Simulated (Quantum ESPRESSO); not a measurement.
**GaN (F-43m): from strain to phonon shift**

Aim: the phonon deformation potentials p and q of GaN (F-43m), tested on a biaxially strained cell.

Program: Quantum ESPRESSO 7.5. Level of theory: DFT LDA, scalar-relativistic, plane waves, PseudoDojo norm-conserving pseudopotentials. Results are calculated unless marked as measured.

### Step 1. The relaxed structure

The structure is cubic, space group F-43m (No. 216). Conventional cell: a = 4.453 Å, b = 4.453 Å, c = 4.453 Å, α = 90.00°, β = 90.00°, γ = 90.00°. Nearest to Ga lie 4 N at 1.93 Å. Nearest to N lie 4 Ga at 1.93 Å. Farther neighbours and most contacts between anions are not listed.

As a file:

```
Ga N
1.0
    -2.22641    0.00000    2.22641
     0.00000    2.22641    2.22641
    -2.22641    2.22641    0.00000
Ga N
1 1
Direct
  0.00000 0.00000 0.00000
  0.75000 0.75000 0.75000
```

This is the cell after its relaxation at this level of theory, not the database cell from which that began.

### Step 2. Uniaxial strain

The relaxed cell is stretched along z alone. This keeps all atoms on sites fixed by symmetry and splits the threefold mode into a singlet, polarised along z, and a doublet. The macroscopic field is left out, so these are transverse modes. Cutoff 92 Ry, k mesh 12×12×12.

From the response at ε_zz = 0.01:

Output:

```text
[banners, grids, parts of the stress and lines that vanish by symmetry left out]
Program PHONON v.7.5
     Reading xml data from directory:

[...]
Exchange-correlation= PW
                           (   1   4   0   0   0   0   0)
[...]
kinetic-energy cut-off    =      92.0000  Ry
     charge density cut-off    =     368.0000  Ry
     convergence threshold     =      1.0E-18
[...]
Exchange-correlation= PW
                           (   1   4   0   0   0   0   0)
[...]
q = (   0.0000000   0.0000000   0.0000000 )
      9 Sym.Ops. (with q -> -q+G )
     G cutoff =  333.3266  (  18013 G-vectors)     FFT grid: ( 40, 40, 40)
     number of k points=   163
[...]
Mode symmetry, D_2d (-42m) point group:
[...]
Representation #   1 mode #   1
[...]
End of self-consistent calculation
     Convergence has been achieved
     Representation #   2 mode #   2
[...]
End of self-consistent calculation
     Convergence has been achieved
     Representation #   3 modes #   3   4
[...]
End of self-consistent calculation
     Convergence has been achieved
     Representation #   4 modes #   5   6
[...]
End of self-consistent calculation
     Convergence has been achieved
[...]
q = (    0.000000000   0.000000000   0.000000000 )
[...]
freq (    1) =       0.072713 [THz] =       2.425456 [cm-1]
     freq (    2) =       0.072713 [THz] =       2.425456 [cm-1]
     freq (    3) =       0.073641 [THz] =       2.456416 [cm-1]
     freq (    4) =      16.326529 [THz] =     544.594385 [cm-1]
     freq (    5) =      16.326529 [THz] =     544.594385 [cm-1]
     freq (    6) =      16.416766 [THz] =     547.604358 [cm-1]
[...]
Mode symmetry, D_2d (-42m) point group:
     freq (   1-   1) =          2.4  [cm-1]   --> B_2  X_3  W_2   I+R
     freq (   2-   3) =          2.4  [cm-1]   --> E    X_5  W_3   I+R
     freq (   4-   5) =        544.6  [cm-1]   --> E    X_5  W_3   I+R
     freq (   6-   6) =        547.6  [cm-1]   --> B_2  X_3  W_2   I+R

   JOB DONE.
```

```csv
ε_zz,singlet (cm⁻¹),doublet (cm⁻¹),σ_zz (GPa),σ_xx (GPa)
-0.01,559.96,563.42,-2.955,-1.683
-0.005,556.97,558.65,-1.487,-0.842
0,553.93,553.93,-0.031,-0.031
0.005,550.80,549.24,1.413,0.751
0.01,547.60,544.59,2.844,1.504
```

Stress is counted positive in tension.

### Step 3. The fit

To first order ω² − ω₀² = p ε_zz + q (ε_xx + ε_yy) for the mode along z, and likewise for x and y. With ε_zz alone the singlet gives p and the doublet q.

The linear terms of parabolas through ω² are p = -2.23 ω₀² and q = -3.40 ω₀², with ω₀ = 553.9 cm⁻¹. Those of the stresses are C11 = 290 GPa and C12 = 159 GPa. Under hydrostatic strain p and q imply γ = −(p + 2q)/(6 ω₀²) = 1.50.

A layer held to an in-plane strain ε and free along z takes ε_zz = −2 (C12/C11) ε = -1.099 ε. To first order the singlet then shifts by (q − p C12/C11) ε / ω₀ = -1204 ε cm⁻¹. For ε = -0.006, ε_zz = 0.00659, the formulas for ω² predict 561.11 cm⁻¹ for the singlet and 557.07 cm⁻¹ for the doublet.

### Step 4. A biaxially strained cell

This run was no part of the fit.

Output:

```text
[banners, grids, parts of the stress and lines that vanish by symmetry left out]
[banner, memory and clock lines left out]
Program PHONON v.7.5

[...]
Exchange-correlation= PW
                           (   1   4   0   0   0   0   0)
[...]
kinetic-energy cut-off    =      92.0000  Ry
     charge density cut-off    =     368.0000  Ry
     convergence threshold     =      1.0E-18
[...]
Exchange-correlation= PW
                           (   1   4   0   0   0   0   0)
[...]
q = (   0.0000000   0.0000000   0.0000000 )
      9 Sym.Ops. (with q -> -q+G )
     G cutoff =  330.2178  (  17685 G-vectors)     FFT grid: ( 40, 40, 40)
     number of k points=   163
[...]
Mode symmetry, D_2d (-42m) point group:
[...]
Representation #   1 mode #   1
[...]
End of self-consistent calculation
     Convergence has been achieved
     Representation #   2 mode #   2
[...]
End of self-consistent calculation
     Convergence has been achieved
     Representation #   3 modes #   3   4
[...]
End of self-consistent calculation
     Convergence has been achieved
     Representation #   4 modes #   5   6
[...]
End of self-consistent calculation
     Convergence has been achieved
[...]
q = (    0.000000000   0.000000000   0.000000000 )
[...]
freq (    1) =       0.020737 [THz] =       0.691727 [cm-1]
     freq (    2) =       0.020737 [THz] =       0.691727 [cm-1]
     freq (    3) =       0.024889 [THz] =       0.830220 [cm-1]
     freq (    4) =      16.697093 [THz] =     556.955070 [cm-1]
     freq (    5) =      16.697093 [THz] =     556.955070 [cm-1]
     freq (    6) =      16.823548 [THz] =     561.173155 [cm-1]
[...]
Mode symmetry, D_2d (-42m) point group:
     freq (   1-   2) =          0.7  [cm-1]   --> E    X_5  W_3   I+R
     freq (   3-   3) =          0.8  [cm-1]   --> B_2  X_3  W_2   I+R
     freq (   4-   5) =        557.0  [cm-1]   --> E    X_5  W_3   I+R
     freq (   6-   6) =        561.2  [cm-1]   --> B_2  X_3  W_2   I+R
```

```csv
mode,predicted (cm⁻¹),run (cm⁻¹)
singlet,561.11,561.17
doublet,557.07,556.96
```

The stress along z is -0.016 GPa and that in the plane -1.704 GPa; the unstrained cell carries -0.031 GPa.

### Step 5. Summary of results

```yaml
p_in_units_of_the_squared_frequency: -2.230
q_same_units: -3.399
shift_of_the_singlet_per_unit_of_biaxial_strain: -1204 cm⁻¹
c11_and_c12: 290 and 159 GPa
```

What this shows: To first order, one per cent of tensile biaxial strain moves the singlet of GaN (F-43m) by -12.0 cm⁻¹ and the doublet by -5.2 cm⁻¹; the formulas miss the test run by up to 0.11 cm⁻¹. In backscattering from (001) the mode polarised along z is the one seen in diamond and zinc-blende crystals; in a polar crystal it is the LO mode, whose potentials differ somewhat from these. The third potential, r, needs shear strain and a relaxation of the atoms, which was not run. These are harmonic values at zero temperature.

[Host names and launcher messages were left out of these logs when they were recorded.]

[Logs are printed without paths, hosts, clocks, repeated set-up lines and the standing remarks that a program may print on its own settings, such as how far it seeks lower states.]

[Hosts, paths, dates, database ids (printed as entryN), source tags and the programs' standing remarks are cut or masked in the printed files.]
